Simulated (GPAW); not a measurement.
Records of electronic-structure calculations.

```
BiB (honeycomb monolayer): G0W0 with GPAW, start to end
1.0
     3.87011    0.00000    0.00000
    -1.93505    3.35161    0.00000
     0.00000    0.00000   11.40000
B Bi
1 1
Direct
  0.33333 0.66667 0.47906
  0.66667 0.33333 0.52093
# method: DFT, PBE, plane waves, PAW (and 1 further level or step)
# program: GPAW 26.7.0
# settings of one run: cutoff 700 eV, GPAW PAW setups 1.2.1 data release, 9×9×1 k-mesh
# cost: 5 runs, 4.5 min in all on 4 MPI ranks of Arm Neoverse V1, shared host (the runs of this entry)
# notes: Values taken over the cell’s volume include its vacuum. The start is a generated structure, not a measured one. Limits: no spin-orbit coupling. Bands and cutoff are finite, so the gap is not at the basis limit. The miss can reach some tenths of an eV and take either sign; the mesh is an error of its own. With atoms this heavy and so narrow a gap, spin-orbit coupling can invert the bands. These scalar-relativistic gaps are then model values, not to be set against experiment, and a spin-orbit change taken from DFT can’t simply be added.
# PBE gap: 0.49 eV, direct
# G0W0 gap on the mesh: 0.93 eV
# GW settings: 6×6×1 mesh, 111 bands, screening to 48 eV, full frequency, Hilbert transform
# known limits: not at the basis limit; model gap, bands may invert with spin-orbit coupling; no spin-orbit coupling
```

[Paths, hosts, dates, memory and timing lines, banners, echoed tables and standing remarks are left out of the program output.]

[Logs are printed without paths, hosts, clocks, repeated set-up lines and the standing remarks that a program may print on its own settings, such as how far it seeks lower states.]

[Runs of the session that timed out or met a known fault of the program may be left out.]

[Hosts, paths, dates, database ids (printed as entryN), source tags and the programs' standing remarks are cut or masked in the printed files.]
